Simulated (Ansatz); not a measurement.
# How amorphous 43Bi2O3-57BaO (mol %) changes with density

How do energy, pressure, forces, levels, charges and cost follow the density?

Computed with Ansatz 0.2.0: Kohn-Sham DFT, LDA, PAW (set soft_2). Every run is a single point, with the atoms held where the recipe put them (cutoff of the plane-wave runs 420 eV, fermi-dirac smearing of 0.05 eV).

First member: 99 atoms (26 Gd, 17 Ba, 56 O) placed at random at 6.38 g/cm³, melted at 5000 K for 10 ps at fixed volume with the Morse and Coulomb pair potential with partial charges (Pedone, Malavasi, Menziani, Cormack and Segre, J. Phys. Chem. B 110, 11780 (2006)). Quenched from 5000 K to 300 K at 50 K/ps and fixed volume, held 5 ps, then minimised at fixed cell. Then Gd was replaced by Bi and the cell scaled by 1.02 (the potential has no terms for the new elements, so the cell is a start for a DFT relaxation).

Last member: 99 atoms (26 Gd, 17 Ba, 56 O) placed at random at 8.51 g/cm³, melted at 5000 K for 10 ps at fixed volume with the Morse and Coulomb pair potential with partial charges (Pedone, Malavasi, Menziani, Cormack and Segre, J. Phys. Chem. B 110, 11780 (2006)). Quenched from 5000 K to 300 K at 50 K/ps and fixed volume, held 5 ps, then minimised at fixed cell. Then Gd was replaced by Bi and the cell scaled by 1.02 (the potential has no terms for the new elements, so the cell is a start for a DFT relaxation).

The members:

```csv
density (g/cm³),reduced formula,atoms,valence electrons,k-mesh,basis,density (g/cm³)
7.12,Ba17Bi26O56,99,896,1×1×1,plane waves,7.12
7.515,Ba17Bi26O56,99,896,1×1×1,plane waves,7.51
7.911,Ba17Bi26O56,99,896,1×1×1,plane waves,7.91
8.386,Ba17Bi26O56,99,896,1×1×1,plane waves,8.39
8.86,Ba17Bi26O56,99,896,1×1×1,plane waves,8.86
9.493,Ba17Bi26O56,99,896,1×1×1,plane waves,9.49
```

Each cell is one sample from a classical run, so sample-to-sample scatter enters every column.

The input of the first member, without its atom lines; other members have their own cell and atoms, and may differ in mesh, basis and outputs:

```yaml
crystal:
  lattice:
    - [12.64229, 0.0, 0.0]
    - [0.0, 12.64229, 0.0]
    - [0.0, 0.0, 12.64229]
  atoms:
    [... 99 lines ...]
kpoints:
  mp_grid: { grid: [1, 1, 1] }
hamiltonian:
  xc: lda
scf:
  occupations: { method: fermi_dirac, width: 0.05 }
output:
  forces: true
  stress: true
  populations: intrinsic
  dos:
    method: { smearing: { sigma: 0.15 } }
    de: 0.1
    projected: { site_lists: { Ba: [Ba], Bi: [Bi], O: [O] } }
  eigenvalues: true
  write_density: true
  write_potential: true
  volumetric_format: npy
```

Results; charges are mean intrinsic-atomic-orbital charges in e:

```csv
density (g/cm³),energy less the first member's (meV/atom),pressure (GPa),r.m.s. force (eV/Å),gap (eV),q(Ba),q(O),q(Bi)
7.12,0.0,-6.57,0.411,1.45,+1.72,-1.09,+1.22
7.515,-8.0,-5.94,0.464,1.37,+1.73,-1.09,+1.22
7.911,-39.4,-3.96,0.455,1.38,+1.73,-1.09,+1.22
8.386,-44.4,-0.906,0.461,1.23,+1.75,-1.09,+1.22
8.86,-22.0,3.45,0.579,1.25,+1.76,-1.10,+1.22
9.493,10.5,9.98,0.596,1.06,+1.79,-1.10,+1.21
```

The gap is that between the highest filled and lowest empty Kohn-Sham level on the run's k-points; tail or defect levels can set it. Atoms aren't relaxed at this level, so pressure against density here is no equation of state.

Bonds in each cell, which the recipe sets and DFT didn't move; cutoffs follow each cell's own g(r) within set bounds (mean length in Å, and neighbours of the second kind about the first):

```csv
density (g/cm³),Bi-O length,Bi-O count,Ba-O length,Ba-O count
7.12,2.378,5.46,2.970,6.76
7.515,2.392,5.69,3.001,7.29
7.911,2.371,5.58,2.932,7.18
8.386,2.378,5.92,2.941,8.06
8.86,2.363,6.00,2.884,7.94
9.493,2.355,6.23,2.788,7.71
```

Cost on 8 threads of Intel Xeon Platinum 8488C (Sapphire Rapids), shared host:

```csv
density (g/cm³),atoms,basis,k-mesh,SCF cycles,time,host memory (GiB)
7.12,99,plane waves,1×1×1,13,17 s,3.0
7.515,99,plane waves,1×1×1,12,15 s,2.9
7.911,99,plane waves,1×1×1,12,16 s,2.8
8.386,99,plane waves,1×1×1,12,15 s,2.6
8.86,99,plane waves,1×1×1,8,11 s,2.5
9.493,99,plane waves,1×1×1,8,11 s,2.4
```

Times include the outputs that each run asked for, on hosts shared with other jobs.

The energy against the first member is lowest at 8.39 g/cm³ (-44.4 meV/atom) and highest at 9.49 g/cm³ (10.5 meV/atom), with no steady trend; each member is a single configuration. The gap is lowest at 9.49 g/cm³ (1.06 eV) and highest at 7.12 g/cm³ (1.45 eV), falling overall but not at every step; in single samples it varies with the configuration. In the cells as made, the count of O about Bi is lowest at 7.12 g/cm³ (5.46) and highest at 9.49 g/cm³ (6.23), rising overall but not at every step. The mean charge on Ba goes from +1.72 e at 7.12 to +1.79 e at 9.49 g/cm³. The pressure goes steadily from -6.6 GPa at 7.12 to 10 GPa at 9.49 g/cm³. The r.m.s. force goes from 0.41 eV/Å at 7.12 to 0.6 eV/Å at 9.49 g/cm³.

Caveats: Spin–orbit coupling is left out, which matters for the levels of the heavy elements. The quench rate of 50 K/ps far exceeds what a furnace or splat quench reaches, so expect more defects and frozen-in strain than in a real sample. The starting topology of bonds comes from the classical model, and needn't be the one that DFT or experiment would give. The cells aren't relaxed by DFT, which could reorder their energies. The cells were made for other elements and scaled, so their density isn't DFT's own.

[Logs are printed without paths, hosts, clocks, repeated set-up lines and the standing remarks that a program may print on its own settings, such as how far it seeks lower states.]

[Hosts, paths, dates, database ids (printed as entryN), source tags and the programs' standing remarks are cut or masked in the printed files.]
